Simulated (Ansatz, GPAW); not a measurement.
# Cutoff, mesh and smearing for a 8-layer slab of Ba(100), part 2 of 3

Wanted: a convergence study on the slab a 8-layer slab of Ba(100).

GPAW 26.7.0 and Ansatz 0.2.0; Ansatz plane waves; slab in vacuum with a dipole correction, relaxation (the session's first sound run).

So far, upper work function (eV): step 2 (relaxation) 2.36.

### Step 3. The slab's potential

The work function is the vacuum plateau of the electrostatic potential less the Fermi level; a dipole layer lets the two faces have plateaus of their own.

This step: GPAW, PAW setups; slab in vacuum (GPAW 26.7.0).

run.py

```python
import json
import numpy as np
from ase import Atoms
from gpaw import GPAW, PW

slab = Atoms(
    ['Ba', 'Ba', 'Ba', 'Ba', 'Ba', 'Ba', 'Ba', 'Ba'],
    positions=[
        [2.51000, 2.51000, 9.00000],
        [0.00000, 0.00000, 11.51000],
        [2.51000, 2.51000, 14.02000],
        [0.00000, 0.00000, 16.53000],
        [2.51000, 2.51000, 19.05060],
        [-0.00000, 0.00000, 21.58131],
        [2.51000, 2.51000, 23.99990],
        [-0.00000, 0.00000, 26.62706]],
    cell=[[5.02, 0.0, 0.0], [0.0, 5.02, 0.0], [0.0, 0.0, 35.57]],
    pbc=[True, True, False])

slab.calc = GPAW(mode=PW(400), xc='PBE', kpts={'size': (6, 6, 1), 'gamma': True},
                 occupations={'name': 'fermi-dirac', 'width': 0.1}, nbands='160%',
                 convergence={'density': 1e-05}, maxiter=200,
                 poissonsolver={'dipolelayer': 'xy'},
                 symmetry={'tolerance': 1e-3}, txt='slab.txt')
result = {}
energy = slab.get_potential_energy()
fermi = slab.calc.get_fermi_level()
v = slab.calc.get_electrostatic_potential().mean((0, 1)) - fermi
n = slab.calc.get_pseudo_density().mean((0, 1))
L = slab.cell[2, 2]
z = np.arange(len(v)) * L / len(v)
low, high = slab.positions[:, 2].min(), slab.positions[:, 2].max()
below, above = np.interp([low - 6.8, high + 6.8], z, v)
slopes = [np.interp(x, z, np.gradient(v, z)) for x in (low - 6.8, high + 6.8)]
eps = np.array([[slab.calc.get_eigenvalues(k, s) for k in range(len(slab.calc.get_ibz_k_points()))]
                for s in range(slab.calc.get_number_of_spins())]) - fermi
top, bottom = eps[eps < 0].max(), eps[eps > 0].min()
dipole = slab.get_dipole_moment()[2]
print(f'energy {energy:.4f} eV, Fermi level {fermi:.4f} eV, dipole {dipole:.5f} e A')
print(f'potential 6.8 A off the faces, from the Fermi level: lower {below:.4f} eV, upper {above:.4f} eV')
print(f'slope of the potential there: lower {slopes[0]:.5f}, upper {slopes[1]:.5f} eV/A')
print(f'nearest levels on the mesh: {top:.4f} and {bottom:.4f} eV')
print('magnetic moment', round(slab.get_magnetic_moment(), 3))
result.update(energy=energy, fermi=fermi, dipole=dipole, below=below, above=above, slopes=slopes, edges=[top, bottom],
              z=z.tolist(), v=v.tolist(), n=n.tolist(), positions=slab.positions.tolist(),
              forces=slab.get_forces(apply_constraint=False).tolist(), moments=slab.get_magnetic_moments().tolist())
json.dump(result, open('result.json', 'w'))
```

Run with:

```console
$ OMP_NUM_THREADS=1 OPENBLAS_NUM_THREADS=1 python run.py
```

What it wrote:

```text
energy -13.9021 eV, Fermi level 1.8712 eV, dipole 0.00076 e A
potential 6.8 A off the faces, from the Fermi level: lower 2.3607 eV, upper 2.3553 eV
slope of the potential there: lower -0.00024, upper 0.00025 eV/A
nearest levels on the mesh: -0.0215 and 0.0446 eV
magnetic moment 0.0
```

The job ended after 20 min (1 thread of Arm Neoverse V1, shared host; peak memory 0.53 GiB).

Numbers from this step:

```
dipole along the normal                    : 7.65e-4 e·Å
levels nearest the Fermi level on the mesh : -0.02149, 0.04457 eV from the Fermi level
upper work function                        : 2.355 eV
```

The electrostatic potential energy of an electron (without an applied field's), less the Fermi level, planar mean oscillates, so the rows of the table below give means over windows of 2.54 Å about each position, cut where the curve ends. Its maxima inside the range that stand out by 2 % of the span (Å: eV): 10.3: -0.646, 12.8: -0.585, 15.4: -0.623, 17.8: -0.558, 20.3: -0.492, 22.8: -0.921, 25.3: -0.249. Its minima: 9.0: -12.2, 11.5: -11.7, 14.0: -11.8, 16.5: -11.9, 19.1: -11.9, 21.6: -11.9, 24.0: -11.7, 26.7: -12.1.

Electrostatic potential energy of an electron (without an applied field's), less the Fermi level, planar mean against z; means over each step:

```csv
z (Å),"electrostatic potential energy of an electron (without an applied field's), less the Fermi level, planar mean (eV)"
1.27,2.36
3.81,2.36
6.35,1.99
8.89,-4.98
11.43,-4.88
13.97,-4.96
16.51,-4.96
19.05,-4.94
21.59,-5.01
24.13,-4.84
26.67,-4.99
29.21,1.93
31.75,2.35
34.29,2.36
```

The pseudo valence density, planar mean oscillates, so the rows of the table below give means over windows of 2 Å about each position, cut where the curve ends. Its first 14 maxima inside the range that stand out by 2 % of the span (Å: e/Å³): 8.7: 0.210, 9.3: 0.214, 11.2: 0.215, 11.9: 0.220, 13.6: 0.216, 14.4: 0.220, 16.1: 0.219, 16.9: 0.220, 18.6: 0.219, 19.5: 0.219, 21.2: 0.221, 22.0: 0.220, 23.7: 0.215, 24.3: 0.220. Its first 14 minima: 8.9: 0.181, 10.2: 0.0751, 11.4: 0.185, 12.7: 0.0726, 14.0: 0.182, 15.2: 0.0724, 16.5: 0.181, 17.8: 0.0711, 19.1: 0.180, 20.3: 0.0705, 21.6: 0.182, 22.9: 0.0823, 23.9: 0.185, 25.4: 0.0654.

Pseudo valence density, planar mean against z; means over each step:

```csv
z (Å),"pseudo valence density, planar mean (e/Å³)"
2,2.8e-6
4,9.8e-5
6,0.00240
8,0.0970
10,0.146
12,0.161
14,0.177
16,0.158
18,0.146
20,0.145
22,0.167
24,0.178
26,0.146
28,0.0619
30,0.00139
32,5.3e-5
34,1.5e-6
```

Force by atom:

```csv
atom,x (eV/Å),y (eV/Å),z (eV/Å),size
Ba1,0.000,0.000,-0.075,0.075
Ba2,0.000,0.000,0.118,0.118
Ba3,0.000,0.000,-0.065,0.065
Ba4,0.000,0.000,0.015,0.015
Ba5,0.000,0.000,0.000,0.000
Ba6,0.000,0.000,-0.004,0.004
Ba7,0.000,0.000,0.016,0.016
Ba8,0.000,0.000,-0.003,0.003
```

The potential is flat to 2.5e-4 eV/Å where it is read, so the vacuum is wide enough. The geometry is the other program's minimum; here the largest force on a free atom is 0.016 eV/Å.

### Step 4. Cutoff 200

The cutoff limits how sharply the smooth valence waves can vary, which tells mostly near the atoms.

run.py, as its differences from that of step 3:

```diff
@@ -19,3 +19,3 @@
 
-slab.calc = GPAW(mode=PW(400), xc='PBE', kpts={'size': (6, 6, 1), 'gamma': True},
+slab.calc = GPAW(mode=PW(200), xc='PBE', kpts={'size': (6, 6, 1), 'gamma': True},
                  occupations={'name': 'fermi-dirac', 'width': 0.1}, nbands='160%',
```

What it wrote:

```text
energy -13.3895 eV, Fermi level 1.8709 eV, dipole 0.00090 e A
potential 6.8 A off the faces, from the Fermi level: lower 2.3625 eV, upper 2.3563 eV
slope of the potential there: lower -0.00027, upper 0.00030 eV/A
nearest levels on the mesh: -0.0219 and 0.0444 eV
magnetic moment 0.0
```

Run time: 5.8 min. Hardware: 1 thread; peak memory 0.26 GiB.

The run finished. A setting was moved off its sound value on purpose, so it serves as a test and not as the result.

The fault put into the input: a cutoff under that of the base run: the energy of the cell lies 0.51 eV from the base value (ecut = 200).

The two runs compared:

```csv
quantity,this run,sound run,difference
upper work function (eV),2.3563,2.3553,9.9e-4
lower work function (eV),2.3625,2.3607,0.00173
```

### Step 5. Cutoff 300

The cutoff limits how sharply the smooth valence waves can vary, which tells mostly near the atoms.

run.py, as its differences from that of step 4:

```diff
@@ -19,3 +19,3 @@
 
-slab.calc = GPAW(mode=PW(200), xc='PBE', kpts={'size': (6, 6, 1), 'gamma': True},
+slab.calc = GPAW(mode=PW(300), xc='PBE', kpts={'size': (6, 6, 1), 'gamma': True},
                  occupations={'name': 'fermi-dirac', 'width': 0.1}, nbands='160%',
```

What it wrote:

```text
energy -13.8845 eV, Fermi level 1.8712 eV, dipole 0.00076 e A
potential 6.8 A off the faces, from the Fermi level: lower 2.3605 eV, upper 2.3550 eV
slope of the potential there: lower -0.00025, upper 0.00026 eV/A
nearest levels on the mesh: -0.0214 and 0.0447 eV
magnetic moment 0.0
```

Wall time 9.6 min (1 thread); peak memory 0.39 GiB.

The run finished. A setting was moved off its sound value on purpose, so it serves as a test and not as the result.

The fault put into the input: a cutoff under that of the base run: the energy of the cell lies 0.018 eV from the base value (ecut = 300).

Side by side:

```csv
quantity,this run,sound run,difference
upper work function (eV),2.3550,2.3553,-2.2e-4
lower work function (eV),2.3605,2.3607,-2.0e-4
```

### Step 6. Cutoff 700: ecut = 700

The cutoff limits how sharply the smooth valence waves can vary, which tells mostly near the atoms.

run.py, as its differences from that of step 5:

```diff
@@ -19,3 +19,3 @@
 
-slab.calc = GPAW(mode=PW(300), xc='PBE', kpts={'size': (6, 6, 1), 'gamma': True},
+slab.calc = GPAW(mode=PW(700), xc='PBE', kpts={'size': (6, 6, 1), 'gamma': True},
                  occupations={'name': 'fermi-dirac', 'width': 0.1}, nbands='160%',
```

What it wrote:

```text
energy -13.9368 eV, Fermi level 1.8711 eV, dipole 0.00076 e A
potential 6.8 A off the faces, from the Fermi level: lower 2.3608 eV, upper 2.3554 eV
slope of the potential there: lower -0.00024, upper 0.00025 eV/A
nearest levels on the mesh: -0.0214 and 0.0446 eV
magnetic moment 0.0
```

Elapsed: 27 min, on 1 thread; peak memory 1.1 GiB.

Numbers from this step:

```yaml
dipole_along_the_normal: 7.61e-4 e·Å
levels_nearest_the_fermi_level_on_the_mesh: -0.02138, 0.04463 eV from the Fermi level
```

The electrostatic potential energy of an electron (without an applied field's), less the Fermi level, planar mean oscillates, so the rows of the table below give means over windows of 2.46 Å about each position, cut where the curve ends. Its maxima inside the range that stand out by 2 % of the span (Å: eV): 10.3: -0.655, 12.8: -0.572, 15.3: -0.601, 17.8: -0.558, 20.3: -0.492, 22.8: -0.914, 25.2: -0.252. Its minima: 9.1: -12.1, 11.5: -11.7, 14.0: -11.8, 16.5: -11.9, 19.0: -11.7, 21.6: -11.9, 24.0: -11.7, 26.6: -12.2.

Table of electrostatic potential energy of an electron (without an applied field's), less the Fermi level, planar mean by z; means over each step:

z (Å), electrostatic potential energy of an electron (without an applied field's), less the Fermi level, planar mean (eV) and a bar from the least value:
```
     1.23        2.4 ##############################
     3.69        2.4 ##############################
     6.15        2.1 #############################
     8.61       -4.9 #
    11.07       -5.0 #
    13.53       -5.0 #
    15.99       -5.1 #
    18.45       -5.0 #
    20.91       -5.0 #
    23.37       -5.2 
    25.83       -4.8 ##
    28.29        0.4 ######################
    30.75        2.3 ##############################
    33.21        2.4 ##############################
```

The pseudo valence density, planar mean oscillates, so the rows of the table below give means over windows of 2 Å about each position, cut where the curve ends. Its first 14 maxima inside the range that stand out by 2 % of the span (Å: e/Å³): 8.6: 0.211, 9.4: 0.217, 11.1: 0.222, 11.9: 0.221, 13.7: 0.220, 14.5: 0.219, 16.2: 0.218, 17.0: 0.217, 18.7: 0.216, 19.4: 0.217, 21.1: 0.217, 21.9: 0.219, 23.7: 0.220, 24.5: 0.218. Its first 14 minima: 9.1: 0.177, 10.3: 0.0747, 11.4: 0.185, 12.7: 0.0727, 14.0: 0.182, 15.2: 0.0725, 16.5: 0.181, 17.8: 0.0712, 19.1: 0.180, 20.3: 0.0705, 21.6: 0.182, 22.9: 0.0823, 24.0: 0.182, 25.2: 0.0652.

The pseudo valence density, planar mean by z; means over each step:

z (Å), pseudo valence density, planar mean (e/Å³) and a bar:
```
        2      0.000 
        4      0.000 
        6      0.002 
        8      0.097 ################
       10      0.146 #########################
       12      0.161 ###########################
       14      0.177 ##############################
       16      0.158 ###########################
       18      0.146 #########################
       20      0.144 ########################
       22      0.167 ############################
       24      0.178 ##############################
       26      0.146 #########################
       28      0.062 ##########
       30      0.001 
       32      0.000 
       34      0.000
```

Force by atom:

```csv
atom,x (eV/Å),y (eV/Å),z (eV/Å),size
Ba1,0.000,0.000,-0.075,0.075
Ba2,0.000,0.000,0.118,0.118
Ba3,0.000,0.000,-0.065,0.065
Ba4,0.000,0.000,0.015,0.015
Ba5,0.000,0.000,0.000,0.000
Ba6,0.000,0.000,-0.003,0.003
Ba7,0.000,0.000,0.016,0.016
Ba8,0.000,0.000,-0.003,0.003
```

The upper face's work function is 2.355 eV, against 2.355 eV in the first plane-wave PBE run at this geometry.

### Step 7. K mesh 2×2

The mesh in the plane samples the bands: a metal's Fermi level needs it dense, and band edges must lie on it.

run.py, as its differences from that of step 6:

```diff
@@ -19,3 +19,3 @@
 
-slab.calc = GPAW(mode=PW(700), xc='PBE', kpts={'size': (6, 6, 1), 'gamma': True},
+slab.calc = GPAW(mode=PW(400), xc='PBE', kpts={'size': (2, 2, 1), 'gamma': True},
                  occupations={'name': 'fermi-dirac', 'width': 0.1}, nbands='160%',
```

What it wrote:

```text
energy -15.4363 eV, Fermi level 1.9808 eV, dipole 0.00273 e A
potential 6.8 A off the faces, from the Fermi level: lower 2.0999 eV, upper 2.0803 eV
slope of the potential there: lower -0.00030, upper 0.00032 eV/A
nearest levels on the mesh: -0.0009 and 0.3102 eV
magnetic moment 0.0
```

Run time: 4.6 min. Hardware: 1 thread; peak memory 0.39 GiB.

The run finished with changed settings (kpts = [2, 2]); it serves as a test.

The two runs compared:

```csv
quantity,this run,sound run,difference
upper work function (eV),2.0803,2.3553,-0.275
lower work function (eV),2.0999,2.3607,-0.261
```

The two runs differ clearly in the upper work function: 2.08 eV against 2.36 eV.

### Step 8. K mesh 4×4

The mesh in the plane samples the bands: a metal's Fermi level needs it dense, and band edges must lie on it.

run.py, as its differences from that of step 7:

```diff
@@ -19,3 +19,3 @@
 
-slab.calc = GPAW(mode=PW(400), xc='PBE', kpts={'size': (2, 2, 1), 'gamma': True},
+slab.calc = GPAW(mode=PW(400), xc='PBE', kpts={'size': (4, 4, 1), 'gamma': True},
                  occupations={'name': 'fermi-dirac', 'width': 0.1}, nbands='160%',
```

What it wrote:

```text
energy -13.9075 eV, Fermi level 1.8730 eV, dipole 0.00063 e A
potential 6.8 A off the faces, from the Fermi level: lower 2.3634 eV, upper 2.3589 eV
slope of the potential there: lower -0.00023, upper 0.00024 eV/A
nearest levels on the mesh: -0.0287 and 0.0177 eV
magnetic moment 0.0
```

Run time: 9.7 min. Hardware: 1 thread; peak memory 0.46 GiB.

The run finished with changed settings (kpts = [4, 4]); it serves as a test.

Side by side:

```csv
quantity,this run,sound run,difference
upper work function (eV),2.3589,2.3553,0.00360
lower work function (eV),2.3634,2.3607,0.00263
```

### Step 9. K mesh 9×9: kpts = [9, 9]

The mesh in the plane samples the bands: a metal's Fermi level needs it dense, and band edges must lie on it.

run.py, as its differences from that of step 8:

```diff
@@ -19,3 +19,3 @@
 
-slab.calc = GPAW(mode=PW(400), xc='PBE', kpts={'size': (4, 4, 1), 'gamma': True},
+slab.calc = GPAW(mode=PW(400), xc='PBE', kpts={'size': (9, 9, 1), 'gamma': True},
                  occupations={'name': 'fermi-dirac', 'width': 0.1}, nbands='160%',
```

What it wrote:

```text
energy -13.9174 eV, Fermi level 1.8710 eV, dipole 0.00084 e A
potential 6.8 A off the faces, from the Fermi level: lower 2.3619 eV, upper 2.3559 eV
slope of the potential there: lower -0.00024, upper 0.00024 eV/A
nearest levels on the mesh: -0.0221 and 0.0013 eV
magnetic moment 0.0
```

Wall time 23 min (1 thread); peak memory 0.64 GiB.

Numbers from this step:

```yaml
dipole_along_the_normal: 8.39e-4 e·Å
levels_nearest_the_fermi_level_on_the_mesh: -0.02211, 0.001308 eV from the Fermi level
upper_work_function: 2.356 eV
lower_work_function: 2.362 eV
```

The electrostatic potential energy of an electron (without an applied field's), less the Fermi level, planar mean oscillates, so the rows of the table below give means over windows of 2.54 Å about each position, cut where the curve ends. Its maxima inside the range that stand out by 2 % of the span (Å: eV): 10.3: -0.645, 12.8: -0.582, 15.4: -0.625, 17.8: -0.556, 20.3: -0.494, 22.8: -0.920, 25.3: -0.248. Its minima: 9.0: -12.2, 11.5: -11.7, 14.0: -11.8, 16.5: -11.9, 19.1: -11.9, 21.6: -11.9, 24.0: -11.7, 26.7: -12.1.

Table of electrostatic potential energy of an electron (without an applied field's), less the Fermi level, planar mean by z; means over each step:

```csv
z (Å),"electrostatic potential energy of an electron (without an applied field's), less the Fermi level, planar mean (eV)"
1.27,2.36
3.81,2.36
6.35,1.99
8.89,-4.98
11.43,-4.89
13.97,-4.96
16.51,-4.96
19.05,-4.94
21.59,-5.01
24.13,-4.84
26.67,-4.99
29.21,1.93
31.75,2.35
34.29,2.36
```

The upper face's work function is 2.356 eV, against 2.355 eV in the first plane-wave PBE run at this geometry.

### Step 10. Scheme Methfessel-Paxton of order 0 (Gaussian), smearing 0.1

Smearing changes the occupations near the Fermi level, and with them the level itself. Smearing helps the SCF of a metal converge, but it blurs occupations at band edges near the Fermi level.

run.py, as its differences from that of step 9:

```diff
@@ -19,4 +19,4 @@
 
-slab.calc = GPAW(mode=PW(400), xc='PBE', kpts={'size': (9, 9, 1), 'gamma': True},
-                 occupations={'name': 'fermi-dirac', 'width': 0.1}, nbands='160%',
+slab.calc = GPAW(mode=PW(400), xc='PBE', kpts={'size': (6, 6, 1), 'gamma': True},
+                 occupations={'name': 'methfessel-paxton', 'width': 0.1}, nbands='160%',
                  convergence={'density': 1e-05}, maxiter=200,
```

What it wrote:

```text
energy -13.9203 eV, Fermi level 1.8786 eV, dipole 0.00107 e A
potential 6.8 A off the faces, from the Fermi level: lower 2.3365 eV, upper 2.3288 eV
slope of the potential there: lower -0.00024, upper 0.00025 eV/A
nearest levels on the mesh: -0.0208 and 0.0532 eV
magnetic moment 0.0
```

Run time: 17 min. Hardware: 1 thread; peak memory 0.54 GiB.

Numbers from this step:

* dipole along the normal: 0.001074 e·Å
* levels nearest the Fermi level on the mesh: -0.02080, 0.05317 eV from the Fermi level
* upper work function: 2.329 eV
* lower work function: 2.337 eV

The electrostatic potential energy of an electron (without an applied field's), less the Fermi level, planar mean oscillates, so the rows of the table below give means over windows of 2.54 Å about each position, cut where the curve ends. Its maxima inside the range that stand out by 2 % of the span (Å: eV): 10.3: -0.648, 12.8: -0.571, 15.4: -0.606, 17.8: -0.553, 20.3: -0.473, 22.8: -0.908, 25.3: -0.254. Its minima: 9.0: -12.2, 11.5: -11.7, 14.0: -11.8, 16.5: -11.8, 19.1: -11.9, 21.6: -11.8, 24.0: -11.7, 26.7: -12.1.

The electrostatic potential energy of an electron (without an applied field's), less the Fermi level, planar mean by z; means over each step:

```csv
z (Å),"electrostatic potential energy of an electron (without an applied field's), less the Fermi level, planar mean (eV)"
1.27,2.34
3.81,2.33
6.35,1.97
8.89,-4.99
11.43,-4.87
13.97,-4.95
16.51,-4.95
19.05,-4.92
21.59,-5.00
24.13,-4.83
26.67,-5.01
29.21,1.90
31.75,2.32
34.29,2.33
```

The upper face's work function is 2.329 eV, against 2.355 eV in the first plane-wave PBE run at this geometry.

### Step 11. Cost and result by level

Times are for 1 thread of Arm Neoverse V1, shared host. The runs compared:

```csv
no.,run,upper work function (eV),lower work function (eV),time,memory (GiB)
1,pw,2.355,2.361,20 min,0.53
2,cutoff 700,2.355,2.361,27 min,1.1
3,k mesh 9×9,2.356,2.362,23 min,0.64
4,"scheme Methfessel-Paxton of order 0 (Gaussian), smearing 0.1",2.329,2.337,17 min,0.54
```

[end of part 2 of 3]

[Logs are printed without paths, hosts, clocks, repeated set-up lines and the standing remarks that a program may print on its own settings, such as how far it seeks lower states.]

[Hosts, paths, dates, database ids (printed as entryN), source tags and the programs' standing remarks are cut or masked in the printed files.]
